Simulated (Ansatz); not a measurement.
# NaMgBr3 (model cell, started as cubic perovskite with Mg in the octahedra): following an unstable mode

Which phase does NaMgBr3 (model cell, started as cubic perovskite with Mg in the octahedra) fall into along its unstable mode, and how much energy does it gain?

Calculated with Ansatz 0.2.0; DFT PBE, scalar-relativistic, plane waves, PAW.

Most raw output is cut from this account.

The structure was built from a prototype and need not be the compound's stable phase.

## Step 1: The structure

The structure is cubic, space group Pm-3m (No. 221). Conventional cell: a = 5.313 Å, b = 5.313 Å, c = 5.313 Å, α = 90.00°, β = 90.00°, γ = 90.00°. Nearest to Na lie 12 Br at 3.76 Å. Nearest to Mg lie 6 Br at 2.66 Å. Br has 2 Mg at 2.66 Å and 4 Na at 3.76 Å nearest. Farther neighbours and most contacts between anions are not listed.

## Step 2: Phonons on a q mesh

The cell comes from relaxations at this level that are not shown. Stability and thermal properties need the whole zone. Linear response on a 2×2×2 q mesh gives force constants as far as a supercell of that size would, and the tensors from the zone-centre run are typed in so that the long-range dipole term is interpolated apart.

Input file input.yaml:

```yaml
crystal:
  lattice:
    - [5.3131069714, 0.0, 0.0]
    - [0.0, 5.3131069714, 0.0]
    - [0.0, 0.0, 5.3131069714]
  atoms:
    - { symbol: Na, position: [0.0, 0.0, 0.0] }
    - { symbol: Mg, position: [0.5, 0.5, 0.5] }
    - { symbol: Br, position: [0.5, 0.5, 0.0] }
    - { symbol: Br, position: [0.5, 0.0, 0.5] }
    - { symbol: Br, position: [0.0, 0.5, 0.5] }
kpoints:
  mp_grid: { grid: [4, 4, 4] }
hamiltonian:
  xc: pbe
scf:
  occupations: { method: fixed }
output:
  eigenvalues: true
phonons:
  method: dfpt
  qmesh: [2, 2, 2]
  temperatures: { t_max: 1000, t_step: 50 }
  qpath:
    path:
      - [[0.0, 0.0, 0.0], [0.0, 0.5, 0.0], [0.5, 0.5, 0.0], [0.0, 0.0, 0.0], [0.5, 0.5, 0.5], [0.0, 0.5, 0.0]]
      - [[0.5, 0.5, 0.5], [0.5, 0.5, 0.0]]
    npoints: 10
  non_analytic_term:
    high_frequency_dielectric_tensor: [[3.1543, 0.0, 0.0], [0.0, 3.1543, 0.0], [0.0, 0.0, 3.1543]]
    born_effective_charges:
      - { species: Na, tensor: [[1.3661, 0.0, 0.0], [0.0, 1.3661, 0.0], [0.0, 0.0, 1.3661]] }
      - { species: Mg, tensor: [[2.4355, 0.0, 0.0], [0.0, 2.4355, 0.0], [0.0, 0.0, 2.4355]] }
      - { species: Br, tensor: [[-0.8514, 0.0, 0.0], [0.0, -0.8514, 0.0], [0.0, 0.0, -2.0989]] }
      - { species: Br, tensor: [[-0.8514, 0.0, 0.0], [0.0, -2.0989, 0.0], [0.0, 0.0, -0.8514]] }
      - { species: Br, tensor: [[-2.0989, 0.0, 0.0], [0.0, -0.8514, 0.0], [0.0, 0.0, -0.8514]] }
    source: "zone-centre run at this cell"
```

The run is started by

```sh
$ ansatz run input.yaml --threads 4 --pin off --max-ram 14336MiB --backend cpu --events-out ev --progress --plain --runs-dir out
```

The job ended after 47 s (4 threads of Arm Neoverse V2, shared host; peak memory 0.68 GiB).

A gap read on the k-mesh alone can miss the band edges.

Numbers from this step:

- gap on the k-mesh: 2.752 eV
- volume per atom: 30.00 Å³
- sum-rule residual before enforcement: 1.29e-4 eV/Å²
- lowest frequency on the path: -78.87 cm⁻¹
- point group: m-3m
- highest frequency on the path or at a solved wavevector: 272.3 cm⁻¹
- highest optical mode at the zone centre (no LO-TO term): 203.0 cm⁻¹
- lowest optical zone-centre mode: -78.87 cm⁻¹
- lowest mode on the q mesh (acoustic modes at Γ apart): -78.87 cm⁻¹

Frequencies (cm⁻¹) solved at each irreducible wavevector; negative means imaginary. Frequencies by wavevector, by row:

| q in reciprocal lattice units | star | mode 1 | mode 2 | mode 3 | mode 4 | mode 13 | mode 14 | mode 15 |
| --- | --- | --- | --- | --- | --- | --- | --- | --- |
| 0 0 0 | 1 | -78.9 | -78.9 | -78.9 | 0 | 203 | 203 | 203 |
| 0 0 -0.5 | 3 | -73.2 | -73.2 | 11.5 | 11.5 | 202.3 | 202.3 | 240.4 |
| 0 -0.5 -0.5 | 3 | -67.9 | -67.9 | -64.9 | -57.8 | 201.8 | 248.6 | 248.6 |
| -0.5 -0.5 -0.5 | 1 | -74.3 | -74.3 | -74.3 | -58 | 253.3 | 253.3 | 253.3 |

Interpolated from a 2×2×2 q mesh, with the LO-TO term (at Γ the limit along the path; where Γ stands inside the path, tables give the limit on arrival). Phonon branches along the path, in cm⁻¹:

| point | branch 1 | branch 2 | branch 3 | branch 4 | branch 12 | branch 13 | branch 14 | branch 15 |
| --- | --- | --- | --- | --- | --- | --- | --- | --- |
| Γ | -79 | -79 | -21 | 0 | 99 | 203 | 203 | 272 |
| halfway | -76 | -76 | 15 | 15 | 124 | 203 | 203 | 260 |
| X | -73 | -73 | 12 | 12 | 164 | 202 | 202 | 240 |
| halfway | -72 | -69 | -45 | -39 | 156 | 202 | 229 | 244 |
| M | -68 | -68 | -65 | -58 | 173 | 202 | 249 | 249 |
| halfway | -73 | -71 | -41 | -28 | 134 | 202 | 209 | 257 |
| Γ | -79 | -79 | -21 | 0 | 99 | 203 | 203 | 272 |
| halfway | -71 | -71 | -50 | -33 | 144 | 214 | 214 | 255 |
| R | -74 | -74 | -74 | -58 | 185 | 253 | 253 | 253 |
| halfway | -71 | -70 | -58 | -44 | 159 | 218 | 236 | 247 |
| X | -73 | -73 | 12 | 12 | 164 | 202 | 202 | 240 |
| jump to R | -74 | -74 | -74 | -58 | 185 | 253 | 253 | 253 |
| halfway | -70 | -70 | -70 | -58 | 173 | 228 | 251 | 251 |
| M | -68 | -68 | -65 | -58 | 173 | 202 | 249 | 249 |

Symmetry leaves 4 wavevectors to solve. The lowest mode among them, the acoustic zeros apart, lies at Γ and is imaginary, 78.9i cm⁻¹, so the energy falls along it.

## Step 3: The mode frozen in, largest atomic shift 0 Å

The mode followed lies at q = (0, 0, -0.5) with frequency 73.2i cm⁻¹ and is 2-fold degenerate, one of the unstable modes though not the softest. At small amplitude the distorted cell has space group no. 63 by a symmetry search on the positions. The undistorted cell that holds it gives the zero of energy on the same k mesh.

System of this step: NaMgBr3 (model cell, started as cubic perovskite with Mg in the octahedra). Symmetry: Pm-3m, No. 221, cubic system. The conventional cell has a = 5.313 Å, b = 5.313 Å, c = 5.313 Å, α = 90.00°, β = 90.00°, γ = 90.00°. Nearest to Na lie 12 Br at 3.76 Å. Mg has 6 Br at 2.66 Å nearest. Br has 2 Mg at 2.66 Å and 4 Na at 3.76 Å nearest. Br has 2 Mg at 2.66 Å and 4 Na at 3.76 Å nearest. Farther neighbours and most contacts between anions are not listed.

Input file input.yaml:

```yaml
crystal:
  lattice:
    - [5.3131069714, 0.0, 0.0]
    - [0.0, 5.3131069714, 0.0]
    - [0.0, 0.0, 10.6262139428]
  atoms:
    - { symbol: Na, position: [0.0, 0.0, 0.0] }
    - { symbol: Na, position: [0.0, 0.0, 0.5] }
    - { symbol: Mg, position: [0.5, 0.5, 0.25] }
    - { symbol: Mg, position: [0.5, 0.5, 0.75] }
    - { symbol: Br, position: [0.5, 0.5, 0.5] }
    - { symbol: Br, position: [0.5, 0.5, 0.0] }
    - { symbol: Br, position: [0.5, 0.0, 0.25] }
    - { symbol: Br, position: [0.5, 0.0, 0.75] }
    - { symbol: Br, position: [0.0, 0.5, 0.25] }
    - { symbol: Br, position: [0.0, 0.5, 0.75] }
kpoints:
  mp_grid: { grid: [4, 4, 2] }
hamiltonian:
  xc: pbe
scf:
  occupations: { method: gaussian, width: 0.02 }
output:
  forces: true
  stress: true
  eigenvalues: true
```

It took 2 s on 4 threads; peak memory 0.68 GiB; 7.3 s of CPU time.

This step gave:

```
pressure                         : 0.005500 GPa
energy from the undistorted cell : 0 meV/atom
```

At this level the gap is 2.75 eV on the k-mesh of the self-consistent run, which can miss the band edges.

## Step 4: The mode frozen in, largest atomic shift 0.6 Å

The atoms are moved along the unstable eigenvector, the largest shift by 0.6 Å, with the cell fixed.

Changes to input.yaml since step 3:

```diff
@@ -6,8 +6,8 @@
   atoms:
-    - { symbol: Na, position: [0.0, 0.0, 0.0] }
-    - { symbol: Na, position: [0.0, 0.0, 0.5] }
+    - { symbol: Na, position: [-0.0798523484, -0.0798523484, 0.0] }
+    - { symbol: Na, position: [0.0798523484, 0.0798523484, 0.5] }
     - { symbol: Mg, position: [0.5, 0.5, 0.25] }
     - { symbol: Mg, position: [0.5, 0.5, 0.75] }
-    - { symbol: Br, position: [0.5, 0.5, 0.5] }
-    - { symbol: Br, position: [0.5, 0.5, 0.0] }
+    - { symbol: Br, position: [0.4876612275, 0.4876612275, 0.5] }
+    - { symbol: Br, position: [0.5123387725, 0.5123387725, 0.0] }
     - { symbol: Br, position: [0.5, 0.0, 0.25] }
```

Wall time 2.3 s (4 threads); peak memory 0.7 GiB.

This step gave:

* pressure: 0.2842 GPa
* gap on the k-mesh: 2.685 eV
* energy from the undistorted cell: -13.05 meV/atom

The energy, extrapolated to zero smearing, is -13.05 meV/atom against the undistorted cell.

The run ends at a pressure of 0.28 GPa, with forces up to 0.12 eV/Å.

## Step 5: Energy along the mode, all amplitudes (two of the runs are shown above)

An imaginary frequency means negative curvature, so the energy should fall and then rise again as anharmonic terms take over.

Numbers from this step:

```
depth at the lowest point sampled  : 13.05 meV/atom
largest atomic shift at that point : 0.6 Å
```

The energy from the parent by largest atomic shift:

| largest atomic shift (Å) | energy from the parent (meV/atom) |
| --- | --- |
| 0.000 | 0 |
| 0.040 | -0.078 |
| 0.080 | -0.313 |
| 0.140 | -0.95 |
| 0.220 | -2.30 |
| 0.320 | -4.70 |
| 0.450 | -8.59 |
| 0.600 | -13.0 |

Displacement at unit largest shift by atom:

| atom | x (Å) | y (Å) | z (Å) | size |
| --- | --- | --- | --- | --- |
| Na1 | -0.707 | -0.707 | 0.000 | 1.000 |
| Na2 | 0.707 | 0.707 | 0.000 | 1.000 |
| Mg3 | 0.000 | 0.000 | 0.000 | 0.000 |
| Mg4 | 0.000 | 0.000 | 0.000 | 0.000 |
| Br5 | -0.109 | -0.109 | 0.000 | 0.154 |
| Br6 | 0.109 | 0.109 | 0.000 | 0.154 |
| Br7 | 0.000 | 0.000 | 0.000 | 0.000 |
| Br8 | 0.000 | 0.000 | 0.000 | 0.000 |
| Br9 | 0.000 | 0.000 | 0.000 | 0.000 |
| Br10 | 0.000 | 0.000 | 0.000 | 0.000 |

The lowest of the steps tried is the last one, at 0.6 Å, 13.0 meV/atom below the parent; the bottom of the well need not coincide with a step.

## Step 6: Relaxation from the frozen mode

Starting from the lowest point found, all atoms and the cell are let go, so that strain and other modes of the same symmetry can join in.

Changes to input.yaml since step 4:

```diff
@@ -21,3 +21,3 @@
 scf:
-  occupations: { method: gaussian, width: 0.02 }
+  occupations: { method: fixed }
 output:
@@ -26 +26,6 @@
   eigenvalues: true
+relax:
+  adjacent_minimum: "off"
+  f_tol: 0.002
+  max_steps: 120
+  cell: { stress_tol: 0.03 }
```

Wall time 21 s (4 threads); peak memory 0.73 GiB; 81 s of CPU time.

Relaxation path:

| step | energy less that of the first step (eV) | largest force component (eV/Å) | pressure (GPa) | volume (Å³) |
| --- | --- | --- | --- | --- |
| 1 | 0.0000 | 0.0865 | 0.28 | 299.97 |
| 2 | -0.0282 | 0.0894 | -0.10 | 305.24 |
| 3 | -0.0556 | 0.0671 | 0.10 | 306.21 |
| 4 | -0.0624 | 0.0186 | 0.00 | 307.31 |
| 5 | -0.0634 | 0.0010 | -0.01 | 307.59 |
| 6 | -0.0635 | 0.0004 | 0.00 | 307.46 |
| 7 | -0.0636 | 0.0003 | 0.00 | 307.38 |
| 8* | -0.0638 | 0.0004 | 0.00 | 307.38 |

Relaxation steps marked * repeat the geometry before them on a plane-wave basis chosen anew for their cell, so energy and pressure can jump there.

The run keeps the 8 symmetry operations that it works with, so distortions that break them were not tested.

| conventional cell, symmetrised | before | after | change |
| --- | --- | --- | --- |
| a (Å) | 7.514 | 7.431 | -1.1 % |
| b (Å) | 7.514 | 7.774 | +3.5 % |
| c (Å) | 10.626 | 10.643 | +0.2 % |
| volume (Å³/atom) | 30.00 | 30.74 | +2.5 % |

The atoms that moved most (Å, as changes of fractional coordinates times the final cell):

| atom | dx | dy | dz | length |
| --- | --- | --- | --- | --- |
| Na1 | -0.265 | -0.265 | 0.000 | 0.375 |
| Na2 | 0.265 | 0.265 | 0.000 | 0.375 |
| Br5 | 0.069 | 0.069 | 0.000 | 0.098 |
| Br6 | -0.069 | -0.069 | 0.000 | 0.098 |

The relaxed structure:

```cif
data_structure
_symmetry_space_group_name_H-M 'P 1'
_symmetry_Int_Tables_number 1
_cell_length_a 5.3768
_cell_length_b 5.3768
_cell_length_c 10.6430
_cell_angle_alpha 90.000
_cell_angle_beta 90.000
_cell_angle_gamma 87.415
_cell_volume 307.38
loop_
_atom_site_label
_atom_site_type_symbol
_atom_site_fract_x
_atom_site_fract_y
_atom_site_fract_z
_atom_site_occupancy
Na1 Na 0.87190 0.87190 0.00000 1
Na2 Na 0.12810 0.12810 0.50000 1
Mg3 Mg 0.50000 0.50000 0.25000 1
Mg4 Mg 0.50000 0.50000 0.75000 1
Br5 Br 0.50030 0.50030 0.50000 1
Br6 Br 0.49970 0.49970 0.00000 1
Br7 Br 0.50000 0.00000 0.25000 1
Br8 Br 0.50000 0.00000 0.75000 1
Br9 Br 0.00000 0.50000 0.25000 1
Br10 Br 0.00000 0.50000 0.75000 1
```

Numbers from this step:

```
pressure          : -0.002388 GPa
gap on the k-mesh : 2.511 eV
volume per atom   : 30.74 Å³
```

The distorted start has space group Cmcm; the relaxation ends in Cmcm.

## Step 7: The new phase in its own primitive cell

The relaxed structure is symmetrised, reduced to its primitive cell and relaxed tightly, as its phonons need.

Input file input.yaml:

```yaml
crystal:
  lattice:
    - [3.7152602698, -3.8868062188, 0.0]
    - [3.7152602698, 3.8868062188, 0.0]
    - [0.0, 0.0, 10.6429543434]
  atoms:
    - { symbol: Na, position: [0.1281024029, 0.8718975971, 0.75] }
    - { symbol: Na, position: [0.8718975971, 0.1281024029, 0.25] }
    - { symbol: Mg, position: [0.5, 0.5, 0.0] }
    - { symbol: Mg, position: [0.5, 0.5, 0.5] }
    - { symbol: Br, position: [0.4996973651, 0.5003026349, 0.25] }
    - { symbol: Br, position: [0.5003026349, 0.4996973651, 0.75] }
    - { symbol: Br, position: [0.0, 0.5, 0.0] }
    - { symbol: Br, position: [0.0, 0.5, 0.5] }
    - { symbol: Br, position: [0.5, 0.0, 0.0] }
    - { symbol: Br, position: [0.5, 0.0, 0.5] }
kpoints:
  mp_grid: { grid: [4, 4, 2] }
hamiltonian:
  xc: pbe
scf:
  occupations: { method: fixed }
output:
  forces: true
  stress: true
  eigenvalues: true
relax:
  adjacent_minimum: "off"
  f_tol: 0.001
  max_steps: 60
  cell: { stress_tol: 0.01 }
```

Elapsed: 6.2 s, on 4 threads; peak memory 0.73 GiB.

Little changed from the start: no atom moved by 0.005 Å and no cell edge by 0.1 %.

Numbers from this step:

- pressure: -0.002389 GPa
- direct gap on mesh: 2.950 eV

The largest force component left is 0.50 meV/Å and the pressure is -0.002 GPa, within the tolerances set. The cell now holds 30.74 Å³/atom.

## Step 8: Modes of the new phase, k-mesh 4×4×2

A relaxed structure may still be a saddle point, so its zone-centre modes are computed. The response to a homogeneous field gives the Born charges and the dielectric tensor.

Changes to input.yaml since step 7:

```diff
@@ -23,9 +23,6 @@
 output:
-  forces: true
-  stress: true
   eigenvalues: true
-relax:
-  adjacent_minimum: "off"
-  f_tol: 0.001
-  max_steps: 60
-  cell: { stress_tol: 0.01 }
+phonons:
+  method: dfpt
+  dielectric: true
+  rigid_motions: translations
```

The job ended after 2.2 min (4 threads; peak memory 4.5 GiB; 8.3 min of CPU time).

Numbers from this step:

```yaml
sum_rule_residual_before_enforcement: 2.19e-4 eV/Å²
miss_of_the_charge_sum_rule: 0.01938 e
estimated_error_of_the_dielectric_tensor: 0.01105
estimated_error_of_the_born_charges: 0.01750 e
point_group: mmm
highest_optical_mode_at_the_zone_centre_no_lo_to_term: 245.9 cm⁻¹
lowest_optical_zone_centre_mode: -68.2 cm⁻¹
mean_high_frequency_dielectric_constant: 3.072
largest_born_charge_third_of_the_trace: 2.462 e
top_of_the_zone_centre_spectrum_with_the_field: 273.1 cm⁻¹
```

(Continued in part 2 of 2.)

[Logs are printed without paths, hosts, clocks, repeated set-up lines and the standing remarks that a program may print on its own settings, such as how far it seeks lower states.]

[Hosts, paths, dates, database ids (printed as entryN), source tags and the programs' standing remarks are cut or masked in the printed files.]
